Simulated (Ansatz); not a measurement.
# Band gap of MoS2/WSSe (van der Waals superlattice) (P3m1) from density functionals to GW, part 2 of 2

Wanted: a ladder of band gaps for MoS2/WSSe (van der Waals superlattice) (P3m1), from density functionals to G0W0.

Ansatz 0.2.0; density functionals, hybrids and G0W0, plane waves, PAW. Known limits of the many-body steps: finite bands, screening cutoff and k mesh; no spin-orbit coupling in G0W0.

So far. Step 3 (PBEsol+SOC on the 12×12×2 mesh): Over mesh and listed points the gap is 0.933 eV, from k = Γ to k = (0.167, 0.167, 0.000). The least direct gap found is 1.036 eV, at k = (0.333, 0.333, 0.000). PBEsol+SOC against PBEsol: 0.933 − 1.000 = −0.067 eV, with the same mesh, set of files (read in its fully relativistic form for the spin-orbit run) and cutoff, and both edges at the same k points.

The structure was built from a prototype and need not be the compound's stable phase.

## Step 5: G0W0@PBEsol, 9×9×2 mesh, 469 empty bands, screening to 150 eV, PAW set soft_1 files

G0W0 replaces the xc potential by a self-energy built once from the orbitals of the start. Levels are corrected in the window of bands that the input names, at points of the mesh.

This step: G0W0 on PBEsol, plane waves, PAW; PAW set soft_1.

Contents of input.yaml:

```yaml
crystal:
  lattice:
    - [3.1427838334, 0.0, 0.0]
    - [-1.5713919167, 2.7217306383, 0.0]
    - [0.0, 0.0, 13.1456958318]
  atoms:
    - { symbol: Mo, position: [0.3333333333, 0.6666666667, 0.245649878] }
    - { symbol: S, position: [0.6666666667, 0.3333333333, 0.3635909853] }
    - { symbol: S, position: [0.6666666667, 0.3333333333, 0.1275944387] }
    - { symbol: W, position: [0.3333333333, 0.6666666667, 0.7548780888] }
    - { symbol: S, position: [0.6666666667, 0.3333333333, 0.8728038352] }
    - { symbol: Se, position: [0.6666666667, 0.3333333333, 0.6235115051] }
kpoints:
  mp_grid: { grid: [9, 9, 2] }
hamiltonian:
  xc: pbesol
  pseudopotentials: { kind: paw, azcp: { folder: soft_1 }, xc_functional: pbe }
scf:
  occupations: { method: fixed }
gw:
  n_empty_bands: 469
  ecut_chi: 150.0
  qp_bands: [v2, c2]
  qp_kpoints: band_edges
  screening: { model: contour_deformation }
```

Launch:

```bash
$ ansatz run input.yaml --threads 2 --pin off --max-ram 92160MiB --backend cuda --events-out ev --progress --plain --runs-dir out --devices 1 --max-vram 13GiB
```

Numbers of over 12 decimals in the logs are rounded to 6 here.

Log:

```text
GPUs: using 1 of 1 available (devices: 1).
[...]
GPU FFT provider: cuFFT
GPU libraries: cuBLAS 13.8.2, cuFFT 12.4.0, cuSOLVER 12.3.4
Crystal: 6 atoms, lattice volume = 112.446 Å³
Basis set: ecut = 420 eV, 2179 PW (Γ)
Bands: 38, of which v1, the nominal top of the filled ones, is band 31 counted from 1 (30 counted from 0)
Symmetry: 6 space group operations
[...]
k-points: 24 of 162 (time reversal used)
[...]
1    33     13.1894   -13.6538    -4.3971   -18.4162  0.7422    13.5572    13.5547  root
[...]
23    30     10.2916   -19.1929     0.3362   -18.8664  0.7424    10.3013    10.3013  root
    23    31     10.8250   -18.5125     0.4186   -17.9137  0.7608    10.6445    10.6448  root
    23    32     12.0862   -16.1414    -3.9826   -20.5950  0.7372    12.5607    12.5573  root
    23    33     12.9607   -15.7806    -4.0491   -20.1597  0.7557    13.2924    13.2908  root
[key lines of the parts left out:]
SCF converged after 12 iterations
Free energy (F): -23238.947285 eV
Fermi energy:    11.031655 eV
```

Elapsed: 1.9 min, on 1 × NVIDIA H100 80GB HBM3 (shared by 6 runs) with 2 threads of AMD EPYC 7R13 (Zen 3), shared host; peak memory 2.7 GiB.

This step gave:

- bands summed: 500
- RPA ε∞ on this mesh (eigenvalues): 5.308, 13.53, 13.53
- plane waves in the screening matrix: 489
- G0W0 gap over the corrected points: 1.530 eV
- k of the valence top: 0, 0, 0
- k of the conduction bottom: 0.1111, 0.2222, 0
- starting gap on the mesh: 1.054 eV
- Z at the valence top: 0.7491
- Z at the conduction bottom: 0.7570
- least direct G0W0 gap over the corrected points: 1.894 eV

Over 19 of 24 irreducible mesh points the G0W0 gap is 1.530 eV, from k = Γ to k = (0.111, 0.222, 0.000). The PBEsol gap of this run on the mesh is 1.054 eV. Other states bound it: the two that bound the G0W0 gap lie 1.076 eV apart in PBEsol, so state for state the correction is 1.530 − 1.076 = +0.454 eV, while gap against gap it is 1.530 − 1.054 = +0.476 eV.

## Step 6: The ladder

Each gap is the least one over the points named; times are wall times on shared hosts, not benchmarks. A G0W0 time includes the run's own self-consistent start. Runs with listed points see these and the mesh alone, so an edge that moves elsewhere is missed. Rows marked * are further runs, not shown as steps, whose inputs differ from the G0W0 step on the same start in the columns given; solver thresholds can differ too.

```
       level     mesh       files, cutoff  bands summed, screening                            points  gap (eV)  valence top      conduction bottom  least direct gap (eV)     time
      PBEsol  12×12×2  soft_1 PAW, 420 eV                        -                     mesh and path     1.000            Γ  (0.167, 0.167, 0.000)                  1.247     13 s
  PBEsol+SOC  12×12×2  soft_1 PAW, 420 eV                        -            mesh and listed points     0.933            Γ  (0.167, 0.167, 0.000)                  1.036     20 s
       HSE06    6×6×2  soft_1 PAW, 420 eV                        -            mesh and listed points     1.504            Γ  (0.333, 0.333, 0.000)                  1.660     33 s
G0W0@PBEsol*    9×9×2  soft_1 PAW, 420 eV               149, 60 eV  19 of 24 irreducible mesh points     1.444            Γ  (0.111, 0.222, 0.000)                  1.911     77 s
 G0W0@PBEsol    9×9×2  soft_1 PAW, 420 eV              500, 150 eV  19 of 24 irreducible mesh points     1.530            Γ  (0.111, 0.222, 0.000)                  1.894  1.9 min
```

## Step 7: What came out

```yaml
pbesol_over_mesh_and_path: 1.000 eV
pbesol_soc_over_mesh_and_listed_points: 0.933 eV
hse06_over_mesh_and_listed_points: 1.504 eV
g0w0_pbesol_500_bands_9x9x2_over_19_of_24_irreducible_mesh_points: 1.530 eV
known_limits: finite bands, screening cutoff and k mesh; no spin-orbit coupling in G0W0
```

What this shows: The rows run from 0.933 eV (PBEsol+SOC) to 1.530 eV (G0W0@PBEsol (500 bands, 9×9×2)). They differ in mesh, bands and screening cutoff of G0W0 and the points over which the gap was sought as well as in level, so only pairs that share these are like for like. PBEsol+SOC against PBEsol: 0.933 − 1.000 = −0.067 eV, with the same mesh, set of files (read in its fully relativistic form for the spin-orbit run) and cutoff, and both edges at the same k points. The spin-orbit run sees mesh and listed points alone, so its gap is an upper bound: the coupling can move an edge off these points, the more so as this crystal has no centre of inversion, and the change over the zone, its sign included where it is small, is not known. G0W0@PBEsol (500 bands, 9×9×2) moves the gap of its own start on the mesh by 1.530 − 1.054 = +0.476 eV, with other states at the edges (they lie 1.076 eV apart at the start). Over mesh and path, PBEsol puts the conduction bottom at k = (0.167, 0.167, 0.000), where no G0W0 correction was computed. The G0W0 gap over the whole zone is therefore not known from this run; at its settings it can only be equal to or under the 1.530 eV found, and no correction is carried over from another point. For the start itself the gap is 1.000 eV over mesh and path and 1.054 eV on the mesh of the G0W0 run, in runs that differ in mesh (12×12×2 and 9×9×2). What spin-orbit coupling does to the G0W0 levels was not computed, so no sum with the G0W0 gap is formed. For G0W0@PBEsol: from 149 bands and 60 eV to 500 bands and 150 eV the gap moves by 1.530 − 1.444 = +0.086 eV; bands and screening cutoff rise together, so their parts are not told apart. Two runs can't test a law of convergence, so the limit is not known. The G0W0 runs are scalar-relativistic. No pair of G0W0 runs that differ in the mesh alone is shown (9×9×2 is a supercell whose nearest images lie 26 Å apart), so the error from the mesh is not known here. G0W0 is shown with one set of atomic data (soft_1 PAW), so the error from the files is not known here.

[Paths, hosts, dates, memory and timing lines, banners, echoed tables and standing remarks are left out of the program output.]

[Logs are printed without paths, hosts, clocks, repeated set-up lines and the standing remarks that a program may print on its own settings, such as how far it seeks lower states.]

[Runs of the session that timed out or met a known fault of the program may be left out.]

[Cells called generated may have been cut or substituted from an entry of the Crystallography Open Database or the Materials Project.]

[Hosts, paths, dates, database ids (printed as entryN), source tags and the programs' standing remarks are cut or masked in the printed files.]

[Where an RPA ε∞ is given, it is that of the G0W0 mesh and is not shown converged in it. Names of k-points follow the symmetry that the program found, which can be lower than the space group named. Band edges on a path are those of the sampled points; other points can move an edge, and change direct to indirect where valleys lie close.]

[Hybrid gaps are those of their k-mesh and are not shown converged in it.]
